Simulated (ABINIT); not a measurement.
# Tellurium (P3_121, 3 atoms a cell): one start, several treatments of the self-energy, part 2 of 2

How much does the gap of Tellurium (P3_121, 3 atoms a cell) depend on the approximation to the self-energy?

ABINIT 10.8.3; PBE and many-body steps on it, plane waves. Known limits of the many-body steps: not at the basis limit; model gap, bands may invert with spin-orbit coupling; exchange with frozen shells missing; screening runs away on this mesh; no spin-orbit coupling; coarse k mesh.

So far. Step 5 (G0W0, Hybertsen-Louie plasmon pole): Against G0W0 in ABINIT (3×3×2 mesh, 241 bands, screening to 152.4 eV, Godby-Needs plasmon pole), the gap moves by −0.029 eV. Step 6 (G0W0, von der Linden-Horsch plasmon pole): Against G0W0 in ABINIT (3×3×2 mesh, 241 bands, screening to 152.4 eV, Godby-Needs plasmon pole), the gap moves by +0.012 eV.

The database entry behind the starting cell differs from later determinations by our own check (inner coordinate of an old entry), so it need not match the best structure at ambient conditions.

### 7. G0W0, Engel-Farid plasmon pole

Level of this step: G0W0 on PBE, plane waves, norm-conserving pseudopotentials (ABINIT).

Input file run.abi:

```
acell 3*1.0 Angstrom
rprim 
  4.454000000025 -0.000000000006 0.000000000000
  -2.227000000008 3.857277148481 0.000000000000
  0.000000000000 0.000000000000 5.924000000000
ntypat 1
znucl 52
natom 3
typat 1 1 1
xred 
  0.269000000000 0.000000000000 0.333333333333
  0.000000000000 0.269000000000 0.666666666667
  0.731000000000 0.731000000000 -0.000000000000
pp_dirpath "pseudos"
pseudos "Te.upf"
ecut 34
ngkpt 3 3 2
nshiftk 1
shiftk 0 0 0
kptopt 1
chksymbreak 0
istwfk *1
occopt 1
irdwfk 1
optdriver 4
nband 241
gwcalctyp 0
ecutsigx 34
symsigma 1
nkptgw 2
kptgw 
  0.3333333333 0.3333333333 0.5000000000
  0.0000000000 0.0000000000 0.0000000000
bdgw 
  23 27
  22 26
ecuteps 5.6
irdscr 1
ppmodel 4
indata_prefix "in"
outdata_prefix "out"
tmpdata_prefix "tmp"
```

On the command line:

```
$ OMP_NUM_THREADS=1 mpirun -n 4 abinit run.abi > log
```

Numbers of over 12 decimals in the logs are rounded to 6 here.

Log:

```text
.Version 10.8.3 of ABINIT. v10.8.2 released Aug 2026.

 Symmetries : space group P3_1 2 1 (#152); Bravais hP (primitive hexag.)
[... echo of the input left out ...]
== DATASET  1 ==================================================================
-   mpi_nproc: 4, omp_nthreads: 1 (-1 if OMP is not activated)

--- !DatasetInfo
iteration_state: {dtset: 1, }
dimensions: {natom: 3, nkpt: 6, mband: 241, nsppol: 1, nspinor: 1, nspden: 1, mpw: 6557, }
cutoff_energies: {ecut:  34.0, pawecutdg:  -1.0, }
[...]
Band     E0 <VxcDFT>   SigX SigC(E0)      Z dSigC/dE  Sig(E)    E-E0       E
[...]
25   5.696 -12.128  -9.580  -3.354   0.776  -0.289 -12.754  -0.626   5.070
       26   5.696 -12.128  -9.580  -3.354   0.776  -0.289 -12.754  -0.626   5.070

== END DATASET(S) ==============================================================
================================================================================

 -outvars: echo values of variables after computation  --------
           etotal      0.0000000000E+00
            nband         241
             nkpt           6
          spgroup         152
 [... the other variables as echoed above ...]

 Calculation completed.
```

The job ended after 19 s (4 MPI ranks of Arm Neoverse V1, shared host; peak memory 1.4 GiB; 69 s of CPU time).

Numbers from this step:

| Quantity | Value |
| --- | --- |
| G0W0 gap on the points computed | 0.4830 eV |
| starting gap on the mesh | 0.1739 eV |
| k of the valence top | 0.3333, 0.3333, 0.5 |
| k of the conduction bottom | 0.3333, 0.3333, 0.5 |
| least direct G0W0 gap on the computed points | 0.4830 eV |

Against G0W0 in ABINIT (3×3×2 mesh, 241 bands, screening to 152.4 eV, Godby-Needs plasmon pole), the gap moves by −0.014 eV.

### 8. One-shot Hartree-Fock

This step: one-shot Hartree-Fock on PBE, plane waves, norm-conserving pseudopotentials.

run.abi: that of step 7 with these lines changed.

```diff
@@ -25,4 +25,4 @@
 optdriver 4
-nband 241
-gwcalctyp 0
+nband 28
+gwcalctyp 5
 ecutsigx 34
@@ -36,5 +36,4 @@
   22 26
-ecuteps 5.6
-irdscr 1
-ppmodel 4
+ixc_sigma 40
+fftgw 31
 indata_prefix "in"
```

Log:

```text
.Version 10.8.3 of ABINIT. v10.8.2 released Aug 2026.

 Symmetries : space group P3_1 2 1 (#152); Bravais hP (primitive hexag.)
[... echo of the input left out ...]
== DATASET  1 ==================================================================
-   mpi_nproc: 4, omp_nthreads: 1 (-1 if OMP is not activated)

--- !DatasetInfo
iteration_state: {dtset: 1, }
dimensions: {natom: 3, nkpt: 6, mband: 28, nsppol: 1, nspinor: 1, nspden: 1, mpw: 6557, }
cutoff_energies: {ecut:  34.0, pawecutdg:  -1.0, }
[...]
Band     E0 <VxcDFT>   SigX SigC(E0)      Z dSigC/dE  Sig(E)    E-E0       E
[...]
25   5.696 -12.128  -9.580   0.000   1.000   0.000  -9.580   2.547   8.243
       26   5.696 -12.128  -9.580   0.000   1.000   0.000  -9.580   2.547   8.243

== END DATASET(S) ==============================================================
================================================================================

 -outvars: echo values of variables after computation  --------
           etotal      0.0000000000E+00
            nband          28
             nkpt           6
          spgroup         152
 [... the other variables as echoed above ...]

 Calculation completed.
```

Run time: 3.5 s. Hardware: 4 MPI ranks; peak memory 0.64 GiB.

Numbers from this step:

| Property | Result |
| --- | --- |
| quasiparticle gap on the points computed | 4.810 eV |
| starting gap on the mesh | 0.1739 eV |
| k of the valence top | 0.3333, 0.3333, 0.5 |
| k of the conduction bottom | 0.3333, 0.3333, 0.5 |
| least direct quasiparticle gap on the computed points | 4.810 eV |

Against G0W0 in ABINIT (3×3×2 mesh, 241 bands, screening to 152.4 eV, Godby-Needs plasmon pole), the gap moves by +4.313 eV.

### 9. Side by side

Times are wall times on 4 MPI ranks of Arm Neoverse V1, shared host. The host was busy with other work, so they are no guide to cost. A run's time includes the screening step that it read.

```
                                     run   mesh  bands  screening cutoff (eV)  DFT gap (eV)  gap on the mesh (eV)  direct (eV)  ε∞ used     time
          G0W0, Godby-Needs plasmon pole  3×3×2    241                  152.4         0.174                 0.497        0.497  1658.51  2.8 min
      G0W0, Hybertsen-Louie plasmon pole  3×3×2    241                  152.4         0.174                 0.468        0.468  1658.51  2.7 min
G0W0, von der Linden-Horsch plasmon pole  3×3×2    241                  152.4         0.174                 0.509        0.509  1658.51  2.3 min
          G0W0, Engel-Farid plasmon pole  3×3×2    241                  152.4         0.174                 0.483        0.483  1658.51  2.3 min
                   one-shot Hartree-Fock  3×3×2      -                      -         0.174                 4.810        4.810        -    3.5 s
```

### 10. Outcome

| Quantity | Value |
| --- | --- |
| G0W0, Godby-Needs plasmon pole | 0.497 eV |
| G0W0, Hybertsen-Louie plasmon pole | 0.468 eV |
| G0W0, von der Linden-Horsch plasmon pole | 0.509 eV |
| G0W0, Engel-Farid plasmon pole | 0.483 eV |
| one-shot Hartree-Fock | 4.810 eV |
| known limits | not at the basis limit; model gap, bands may invert with spin-orbit coupling; exchange with frozen shells missing; screening runs away on this mesh; no spin-orbit coupling; coarse k mesh |

In words: G0W0, Hybertsen-Louie plasmon pole: −0.029 eV against G0W0, Godby-Needs plasmon pole. G0W0, von der Linden-Horsch plasmon pole: +0.012 eV against G0W0, Godby-Needs plasmon pole. G0W0, Engel-Farid plasmon pole: −0.014 eV against G0W0, Godby-Needs plasmon pole. One-shot Hartree-Fock: +4.313 eV against G0W0, Godby-Needs plasmon pole. Bare exchange alone opens the gap to 4.81 eV; against G0W0, correlation takes back 4.31 eV. Bands and cutoff are finite, so the gap is not at the basis limit. The miss can reach some tenths of an eV and take either sign; the mesh is an error of its own. In the first G0W0 run levels were corrected at 2 k points alone, so a gap called «on the mesh» is the least over those, and an edge elsewhere would be missed. The 3×3×2 mesh is coarse for this cell, which bears on the long-range parts of exchange and screening. With atoms this heavy and so narrow a gap, spin-orbit coupling can invert the bands. These scalar-relativistic gaps are then model values, not to be set against experiment, and a spin-orbit change taken from DFT can't simply be added. The norm-conserving file of at least one element keeps a d shell over frozen s and p shells of the same row. Exchange with those shells is missing from the self-energy, an error of 0.3 to 0.9 eV in cases checked, whose sign depends on which edge lies on those atoms. For the PBE start: On this mesh the RPA ε∞ passes 90, more than nearly any semiconductor shows; a coarse mesh does this where one point with a narrow direct gap carries much weight. The screening is then too strong, and the G0W0 gap should not be taken as the material's.

[Paths, hosts, dates, memory and timing lines, banners, echoed tables and standing remarks are left out of the program output.]

[Logs are printed without paths, hosts, clocks, repeated set-up lines and the standing remarks that a program may print on its own settings, such as how far it seeks lower states.]

[Runs of the session that timed out or met a known fault of the program may be left out.]

[No measured gap is set beside runs whose start may be inverted or whose files or cutoffs have a known fault.]

[Hosts, paths, dates, database ids (printed as entryN), source tags and the programs' standing remarks are cut or masked in the printed files.]

[G0W0 gaps are taken among the corrected bands and points alone; a level outside them can change the order at an edge.]

[Where Ansatz stands beside ABINIT at settings called matched, ABINIT's density can come from a denser mesh and the files from another edition; pairs whose starting gaps differed by over 0.03 eV were left out, so agreement reads better than it is.]
